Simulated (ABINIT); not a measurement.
**KHF2 (I4/mcm): changed settings of a GW run in ABINIT**

A base run on KHF2 (I4/mcm), then changed inputs.

Method: LDA and many-body steps on it, plane waves, in ABINIT 10.8.3.

## (1) The starting structure

Symmetry: I4/mcm, No. 140, tetragonal system. Conventional cell: a = 5.670 Å, b = 5.670 Å, c = 6.810 Å, α = 90.00°, β = 90.00°, γ = 90.00°. Nearest to K lie 8 F at 2.77 Å. Nearest to H lie 2 F at 1.13 Å. F has 1 H at 1.13 Å and 4 K at 2.77 Å nearest. Farther neighbours and most contacts between anions are not listed.

The cell and positions come from the Crystallography Open Database and are kept as given unless a step says otherwise.

## (2) Screening, 2×2×2 mesh, 60 bands, screening to 87.1 eV

This step: ABINIT 10.8.3; RPA screening on LDA, plane waves, norm-conserving pseudopotentials.

The RPA dielectric matrix is built and inverted for each q.

run.abi

```
acell 3*1.0 Angstrom
rprim 
  -2.835000000000 2.835000000000 3.405000000000
  2.835000000000 -2.835000000000 3.405000000000
  2.835000000000 2.835000000000 -3.405000000000
ntypat 3
znucl 19 1 9
natom 8
typat 1 1 2 2 3 3 3 3
xred 
  0.250000000000 0.250000000000 -0.000000000000
  0.750000000000 0.750000000000 -0.000000000000
  0.500000000000 0.000000000000 0.500000000000
  0.000000000000 0.500000000000 0.500000000000
  0.640800000000 0.140800000000 0.781600000000
  0.140800000000 0.359200000000 0.500000000000
  0.359200000000 0.859200000000 0.218400000000
  0.859200000000 0.640800000000 0.500000000000
pp_dirpath "pseudos"
pseudos "K.upf, H.upf, F.upf"
ecut 36
ngkpt 2 2 2
nshiftk 1
shiftk 0 0 0
kptopt 1
chksymbreak 0
istwfk *1
occopt 1
irdwfk 1
optdriver 3
nband 60
ecuteps 3.2
inclvkb 2
awtr 1
symchi 1
indata_prefix "in"
outdata_prefix "out"
tmpdata_prefix "tmp"
```

On the command line:

```
$ OMP_NUM_THREADS=1 mpirun -n 4 abinit run.abi > log
```

Output:

```text
.Version 10.8.3 of ABINIT. v10.8.2 released Aug 2026.

 Symmetries : space group I4/m c m (#140); Bravais tI (body-center tetrag.)
[... echo of the input left out ...]
== DATASET  1 ==================================================================
-   mpi_nproc: 4, omp_nthreads: 1 (-1 if OMP is not activated)

--- !DatasetInfo
iteration_state: {dtset: 1, }
dimensions: {natom: 8, nkpt: 4, mband: 60, nsppol: 1, nspinor: 1, nspden: 1, mpw: 7677, }
cutoff_energies: {ecut:  36.0, pawecutdg:  -1.0, }
electrons: {nelect:   4.80000000E+01, charge:   0.00000000E+00, occopt:   1.00000000E+00, tsmear:   1.00000000E-02, }

 SCREENING: Calculation of the susceptibility and dielectric matrices

 Based on a program developped by R.W. Godby, V. Olevano, G. Onida, and L. Reining.
 Incorporated in ABINIT by V. Olevano, G.-M. Rignanese, and M. Torrent.
.Using double precision arithmetic ; gwpc =  8

[... cell and pseudopotentials left out ...]
--------------------------------------------------------------------------------

 ==== K-mesh for the wavefunctions ====
 Number of points in the irreducible wedge :     4
[... list of points left out ...]
 Together with 16 symmetry operations and time-reversal symmetry
 yields     8 points in the full Brillouin Zone.

 ==== Q-mesh for the screening function ====
 Number of points in the irreducible wedge :     4
[... list of points left out ...]
 Together with 16 symmetry operations and time-reversal symmetry
 yields     8 points in the full Brillouin Zone.

 setmesh: FFT mesh size selected  =    36x   36x   36
          total number of points  =        46656

 vcoul_init : cutoff-mode = AUXILIARY_FUNCTION
 q-points for optical limit:   1
     1)      0.000010    0.000020    0.000030

- screening: taking advantage of time-reversal symmetry
- Maximum band index for partially occupied states nbvw = 24
- Remaining bands to be divided among processors   nbcw = 36
- Number of bands treated by each node ~9

 Number of electrons calculated from density =   48.0000; Expected =   48.0000
 average of density, n =  0.064977
 r_s =    1.5431
 omega_plasma =   24.5887 [eV]

 calculating chi0 at frequencies [eV] :
  1    0.000000E+00    0.000000E+00
  2    0.000000E+00    2.458874E+01

--------------------------------------------------------------------------------
  q-point number  1        q = ( 0.000000, 0.000000, 0.000000) [r.l.u.]
--------------------------------------------------------------------------------
[... chi0 elements left out ...]
 For q-point:  0.000010 0.000020 0.000030
  dielectric constant =   1.8342
  dielectric constant without local fields =   1.9740

  Average fulfillment of the sum rule on Im[epsilon] for q-point    1 :     26.61  [%]
[... wings left out ...]
  q-point number  2        q = ( 0.500000, 0.000000, 0.000000) [r.l.u.]
--------------------------------------------------------------------------------
[... chi0 elements left out ...]
  Average fulfillment of the sum rule on Im[epsilon] for q-point    2 :     33.31  [%]

 [... 2 further q-points ...]
```

It took 13 s on 4 MPI ranks of Arm Neoverse V1, shared host; peak memory 0.99 GiB; 51 s of CPU time.

Numbers from this step:

```
ε∞ with local fields, on this mesh, along the program's q direction : 1.834
the same without local fields                                       : 1.974
plasma frequency                                                    : 24.59 eV
plane waves in the screening matrix                                 : 193
```

Local fields lower ε∞ by 7 %. On a Γ-centred mesh this coarse the value itself is usually too large, while a short band sum pulls it down.

## (3) Base

The self-energy is evaluated for the states that the input lists, and the levels follow from it, in one-shot runs by the linearised quasiparticle equation.

This step: G0W0 on LDA, plane waves, norm-conserving pseudopotentials.

Edit run.abi of step 2 so:

```diff
@@ -29,8 +29,17 @@
 irdwfk 1
-optdriver 3
+optdriver 4
 nband 60
+gwcalctyp 0
+ecutsigx 36
+symsigma 1
+nkptgw 2
+kptgw 
+  0.5000000000 0.5000000000 0.5000000000
+  0.0000000000 0.0000000000 0.0000000000
+bdgw 
+  22 26
+  22 26
 ecuteps 3.2
-inclvkb 2
-awtr 1
-symchi 1
+irdscr 1
+ppmodel 1
 indata_prefix "in"
```

Output:

```text
.Version 10.8.3 of ABINIT. v10.8.2 released Aug 2026.

 Symmetries : space group I4/m c m (#140); Bravais tI (body-center tetrag.)
[... echo of the input left out ...]
== DATASET  1 ==================================================================
-   mpi_nproc: 4, omp_nthreads: 1 (-1 if OMP is not activated)

--- !DatasetInfo
iteration_state: {dtset: 1, }
dimensions: {natom: 8, nkpt: 4, mband: 60, nsppol: 1, nspinor: 1, nspden: 1, mpw: 7677, }
cutoff_energies: {ecut:  36.0, pawecutdg:  -1.0, }
electrons: {nelect:   4.80000000E+01, charge:   0.00000000E+00, occopt:   1.00000000E+00, tsmear:   1.00000000E-02, }

 SIGMA: Calculation of the GW corrections

 Based on a program developped by R.W. Godby, V. Olevano, G. Onida, and L. Reining.
 Incorporated in ABINIT by V. Olevano, G.-M. Rignanese, and M. Torrent.
.Using double precision arithmetic ; gwpc =  8

[... cell and pseudopotentials left out ...]
--------------------------------------------------------------------------------

 ==== K-mesh for the wavefunctions ====
 Number of points in the irreducible wedge :     4
[... list of points left out ...]
 Together with 16 symmetry operations and time-reversal symmetry
 yields     8 points in the full Brillouin Zone.

 ==== Q-mesh for screening function ====
 Number of points in the irreducible wedge :     4
[... list of points left out ...]
 Together with 16 symmetry operations and time-reversal symmetry
 yields     8 points in the full Brillouin Zone.

 vcoul_init : cutoff-mode = AUXILIARY_FUNCTION
 q-points for optical limit:   1
     1)      0.000010    0.000020    0.000030
 setmesh: FFT mesh size selected  =    60x   60x   60
          total number of points  =       216000

 Number of electrons calculated from density =   48.0000; Expected =   48.0000
 average of density, n =  0.064977
 r_s =    1.5431
 omega_plasma =   24.5887 [eV]

 === KS Band Gaps ===
  >>>> For spin  1
   Minimum direct gap =   6.7948 [eV], located at k-point      :   0.0000  0.0000  0.0000
   Fundamental gap    =   6.7380 [eV], Top of valence bands at :   0.5000  0.5000  0.5000
                                       Bottom of conduction at :   0.0000  0.0000  0.0000
 SIGMA fundamental parameters:
 PLASMON POLE MODEL  1
 number of plane-waves for SigmaX                 7677
 number of plane-waves for SigmaC and W            193
 number of plane-waves for wavefunctions          7677
 number of bands                                    60
 number of independent spin polarizations            1
 number of spinorial components                      1
 number of k-points in IBZ                           4
 number of q-points in IBZ                           4
 number of symmetry operations                      16
 number of k-points in BZ                            8
 number of q-points in BZ                            8
 number of frequencies for dSigma/dE                 9
 frequency step for dSigma/dE [eV]                0.25
 number of omega for Sigma on real axis              0
 max omega for Sigma on real axis  [eV]           0.00
 zcut for avoiding poles [eV]                     0.10

 EPSILON^-1 parameters (SCR file):
 dimension of the eps^-1 matrix on file            193
 dimension of the eps^-1 matrix used               193
 number of plane-waves for wavefunctions          7677
 number of bands                                    60
 number of q-points in IBZ                           4
 number of frequencies                               2
 number of real frequencies                          1
 number of imag frequencies                          1

 matrix elements of self-energy operator (all in [eV])

 Perturbative Calculation

--- !SelfEnergy_ee
iteration_state: {dtset: 1, }
kpoint     : [   0.500,    0.500,    0.500, ]
spin       : 1
KS_gap     :    9.286
QP_gap     :   14.642
Delta_QP_KS:    5.356
data: !SigmaeeData |
     Band     E0 <VxcDFT>   SigX SigC(E0)      Z dSigC/dE  Sig(E)    E-E0       E
       22  -1.996 -22.653 -29.572   4.371   0.830  -0.205 -24.769  -2.115  -4.112
       23  -1.996 -22.653 -29.572   4.371   0.830  -0.205 -24.769  -2.115  -4.112
       24  -1.772 -22.282 -29.781   4.741   0.825  -0.213 -24.556  -2.273  -4.045
       25   7.514  -9.673  -4.383  -1.901   0.909  -0.100  -6.591   3.082  10.597
       26   8.088 -11.792  -6.788  -1.756   0.896  -0.116  -8.881   2.911  10.999

--- !SelfEnergy_ee
iteration_state: {dtset: 1, }
kpoint     : [   0.000,    0.000,    0.000, ]
spin       : 1
KS_gap     :    6.795
QP_gap     :   11.528
Delta_QP_KS:    4.733
data: !SigmaeeData |
     Band     E0 <VxcDFT>   SigX SigC(E0)      Z dSigC/dE  Sig(E)    E-E0       E
       22  -1.939 -22.709 -29.697   4.426   0.829  -0.206 -24.834  -2.125  -4.064
       23  -1.939 -22.709 -29.697   4.426   0.829  -0.206 -24.834  -2.125  -4.064
       24  -1.828 -22.132 -29.612   4.722   0.825  -0.212 -24.407  -2.275  -4.103
       25   4.967  -9.163  -4.389  -2.076   0.911  -0.097  -6.705   2.458   7.425
       26   7.871 -10.429  -4.534  -1.950   0.909  -0.100  -6.844   3.585  11.456

== END DATASET(S) ==============================================================
================================================================================

 -outvars: echo values of variables after computation  --------
           etotal      0.0000000000E+00
            nband          60
             nkpt           4
          spgroup         140
 [... the other variables as echoed above ...]

 Calculation completed.
```

Wall time 5.7 s (4 MPI ranks); peak memory 0.64 GiB.

This step gave:

```yaml
g0w0_gap_on_the_points_computed: 11.47 eV
starting_gap_on_the_mesh: 6.738 eV
k_of_the_valence_top: 0.5, 0.5, 0.5
k_of_the_conduction_bottom: 0, 0, 0
z_at_the_valence_top: 0.825
z_at_the_conduction_bottom: 0.911
least_direct_g0w0_gap_on_the_computed_points: 11.49 eV
```

The gap on the mesh goes from 6.74 eV to 11.47 eV, a correction of +4.73 eV.

## (4) Exchange cutoff

Edit run.abi of step 3 so:

```diff
@@ -32,3 +32,3 @@
 gwcalctyp 0
-ecutsigx 36
+ecutsigx 72
 symsigma 1
```

Output:

```text
.Version 10.8.3 of ABINIT. v10.8.2 released Aug 2026.

 Symmetries : space group I4/m c m (#140); Bravais tI (body-center tetrag.)
[... echo of the input left out ...]
== DATASET  1 ==================================================================
-   mpi_nproc: 4, omp_nthreads: 1 (-1 if OMP is not activated)

--- !DatasetInfo
iteration_state: {dtset: 1, }
dimensions: {natom: 8, nkpt: 4, mband: 60, nsppol: 1, nspinor: 1, nspden: 1, mpw: 7677, }
cutoff_energies: {ecut:  36.0, pawecutdg:  -1.0, }
electrons: {nelect:   4.80000000E+01, charge:   0.00000000E+00, occopt:   1.00000000E+00, tsmear:   1.00000000E-02, }

 SIGMA: Calculation of the GW corrections

 Based on a program developped by R.W. Godby, V. Olevano, G. Onida, and L. Reining.
 Incorporated in ABINIT by V. Olevano, G.-M. Rignanese, and M. Torrent.
.Using double precision arithmetic ; gwpc =  8

[... cell and pseudopotentials left out ...]
--------------------------------------------------------------------------------

 ==== K-mesh for the wavefunctions ====
 Number of points in the irreducible wedge :     4
[... list of points left out ...]
 Together with 16 symmetry operations and time-reversal symmetry
 yields     8 points in the full Brillouin Zone.

 ==== Q-mesh for screening function ====
 Number of points in the irreducible wedge :     4
[... list of points left out ...]
 Together with 16 symmetry operations and time-reversal symmetry
 yields     8 points in the full Brillouin Zone.

 vcoul_init : cutoff-mode = AUXILIARY_FUNCTION
 q-points for optical limit:   1
     1)      0.000010    0.000020    0.000030
 setmesh: FFT mesh size selected  =    60x   60x   60
          total number of points  =       216000

 Number of electrons calculated from density =   48.0000; Expected =   48.0000
[...]
number of omega for Sigma on real axis              0
 max omega for Sigma on real axis  [eV]           0.00
 zcut for avoiding poles [eV]                     0.10

 EPSILON^-1 parameters (SCR file):
 dimension of the eps^-1 matrix on file            193
 dimension of the eps^-1 matrix used               193
 number of plane-waves for wavefunctions          7677
 number of bands                                    60
 number of q-points in IBZ                           4
 number of frequencies                               2
 number of real frequencies                          1
 number of imag frequencies                          1

 matrix elements of self-energy operator (all in [eV])

 Perturbative Calculation

--- !SelfEnergy_ee
iteration_state: {dtset: 1, }
kpoint     : [   0.500,    0.500,    0.500, ]
spin       : 1
KS_gap     :    9.286
QP_gap     :   14.649
Delta_QP_KS:    5.363
data: !SigmaeeData |
     Band     E0 <VxcDFT>   SigX SigC(E0)      Z dSigC/dE  Sig(E)    E-E0       E
       22  -1.996 -22.653 -29.582   4.371   0.830  -0.205 -24.777  -2.123  -4.119
       23  -1.996 -22.653 -29.582   4.371   0.830  -0.205 -24.777  -2.123  -4.119
       24  -1.772 -22.282 -29.790   4.741   0.825  -0.213 -24.564  -2.281  -4.053
[...]
--- !SelfEnergy_ee
iteration_state: {dtset: 1, }
kpoint     : [   0.000,    0.000,    0.000, ]
spin       : 1
KS_gap     :    6.795
QP_gap     :   11.536
Delta_QP_KS:    4.741
data: !SigmaeeData |
     Band     E0 <VxcDFT>   SigX SigC(E0)      Z dSigC/dE  Sig(E)    E-E0       E
[...]
25   4.967  -9.163  -4.389  -2.076   0.911  -0.097  -6.705   2.458   7.425
       26   7.871 -10.429  -4.534  -1.950   0.909  -0.100  -6.844   3.585  11.456

== END DATASET(S) ==============================================================
================================================================================

 -outvars: echo values of variables after computation  --------
           etotal      0.0000000000E+00
            nband          60
             nkpt           4
          spgroup         140
 [... the other variables as echoed above ...]

 Calculation completed.
```

Run time: 6.1 s. Hardware: 4 MPI ranks; peak memory 0.7 GiB.

Numbers from this step:

```yaml
g0w0_gap_on_the_points_computed: 11.48 eV
starting_gap_on_the_mesh: 6.738 eV
k_of_the_valence_top: 0.5, 0.5, 0.5
k_of_the_conduction_bottom: 0, 0, 0
z_at_the_valence_top: 0.825
z_at_the_conduction_bottom: 0.911
least_direct_g0w0_gap_on_the_computed_points: 11.50 eV
```

## (5) Fewer bands in the self-energy

Edit run.abi of step 4 so:

```diff
@@ -30,5 +30,5 @@
 optdriver 4
-nband 60
+nband 44
 gwcalctyp 0
-ecutsigx 72
+ecutsigx 36
 symsigma 1
```

Output:

```text
.Version 10.8.3 of ABINIT. v10.8.2 released Aug 2026.

 Symmetries : space group I4/m c m (#140); Bravais tI (body-center tetrag.)
[... echo of the input left out ...]
== DATASET  1 ==================================================================
-   mpi_nproc: 4, omp_nthreads: 1 (-1 if OMP is not activated)

--- !DatasetInfo
iteration_state: {dtset: 1, }
dimensions: {natom: 8, nkpt: 4, mband: 44, nsppol: 1, nspinor: 1, nspden: 1, mpw: 7677, }
cutoff_energies: {ecut:  36.0, pawecutdg:  -1.0, }
electrons: {nelect:   4.80000000E+01, charge:   0.00000000E+00, occopt:   1.00000000E+00, tsmear:   1.00000000E-02, }

 SIGMA: Calculation of the GW corrections

 Based on a program developped by R.W. Godby, V. Olevano, G. Onida, and L. Reining.
 Incorporated in ABINIT by V. Olevano, G.-M. Rignanese, and M. Torrent.
.Using double precision arithmetic ; gwpc =  8

[... cell and pseudopotentials left out ...]
--------------------------------------------------------------------------------

 ==== K-mesh for the wavefunctions ====
 Number of points in the irreducible wedge :     4
[... list of points left out ...]
 Together with 16 symmetry operations and time-reversal symmetry
 yields     8 points in the full Brillouin Zone.

 ==== Q-mesh for screening function ====
 Number of points in the irreducible wedge :     4
[... list of points left out ...]
 Together with 16 symmetry operations and time-reversal symmetry
 yields     8 points in the full Brillouin Zone.

 vcoul_init : cutoff-mode = AUXILIARY_FUNCTION
 q-points for optical limit:   1
     1)      0.000010    0.000020    0.000030
 setmesh: FFT mesh size selected  =    60x   60x   60
          total number of points  =       216000

 Number of electrons calculated from density =   48.0000; Expected =   48.0000
[...]
number of omega for Sigma on real axis              0
 max omega for Sigma on real axis  [eV]           0.00
 zcut for avoiding poles [eV]                     0.10

 EPSILON^-1 parameters (SCR file):
 dimension of the eps^-1 matrix on file            193
 dimension of the eps^-1 matrix used               193
 number of plane-waves for wavefunctions          7677
 number of bands                                    60
 number of q-points in IBZ                           4
 number of frequencies                               2
 number of real frequencies                          1
 number of imag frequencies                          1

 matrix elements of self-energy operator (all in [eV])

 Perturbative Calculation

--- !SelfEnergy_ee
iteration_state: {dtset: 1, }
kpoint     : [   0.500,    0.500,    0.500, ]
spin       : 1
KS_gap     :    9.286
QP_gap     :   14.769
Delta_QP_KS:    5.483
data: !SigmaeeData |
     Band     E0 <VxcDFT>   SigX SigC(E0)      Z dSigC/dE  Sig(E)    E-E0       E
       22  -1.996 -22.653 -29.572   4.520   0.832  -0.202 -24.650  -1.997  -3.993
       23  -1.996 -22.653 -29.572   4.520   0.832  -0.202 -24.650  -1.997  -3.993
       24  -1.772 -22.282 -29.781   4.834   0.826  -0.211 -24.483  -2.201  -3.972
[...]
--- !SelfEnergy_ee
iteration_state: {dtset: 1, }
kpoint     : [   0.000,    0.000,    0.000, ]
spin       : 1
KS_gap     :    6.795
QP_gap     :   11.628
Delta_QP_KS:    4.833
data: !SigmaeeData |
     Band     E0 <VxcDFT>   SigX SigC(E0)      Z dSigC/dE  Sig(E)    E-E0       E
[...]
25   4.967  -9.163  -4.389  -1.896   0.915  -0.093  -6.530   2.633   7.599
       26   7.871 -10.429  -4.534  -1.689   0.914  -0.094  -6.584   3.845  11.716

== END DATASET(S) ==============================================================
================================================================================

 -outvars: echo values of variables after computation  --------
           etotal      0.0000000000E+00
            nband          44
             nkpt           4
          spgroup         140
 [... the other variables as echoed above ...]

 Calculation completed.
```

Elapsed: 5.4 s, on 4 MPI ranks; peak memory 0.63 GiB.

This step gave:

```
G0W0 gap on the points computed              : 11.55 eV
starting gap on the mesh                     : 6.738 eV
k of the valence top                         : 0, 0, 0
k of the conduction bottom                   : 0, 0, 0
Z at the valence top                         : 0.831
Z at the conduction bottom                   : 0.915
least direct G0W0 gap on the computed points : 11.55 eV
```

(Part 1 of 2 ends here.)

[Paths, hosts, dates, memory and timing lines, banners, echoed tables and standing remarks are left out of the program output.]

[Logs are printed without paths, hosts, clocks, repeated set-up lines and the standing remarks that a program may print on its own settings, such as how far it seeks lower states.]

[Runs of the session that timed out or met a known fault of the program may be left out.]

[No measured gap is set beside runs whose start may be inverted or whose files or cutoffs have a known fault.]

[Hosts, paths, dates, database ids (printed as entryN), source tags and the programs' standing remarks are cut or masked in the printed files.]

[G0W0 gaps are taken among the corrected bands and points alone; a level outside them can change the order at an edge.]

[Where Ansatz stands beside ABINIT at settings called matched, ABINIT's density can come from a denser mesh and the files from another edition; pairs whose starting gaps differed by over 0.03 eV were left out, so agreement reads better than it is.]
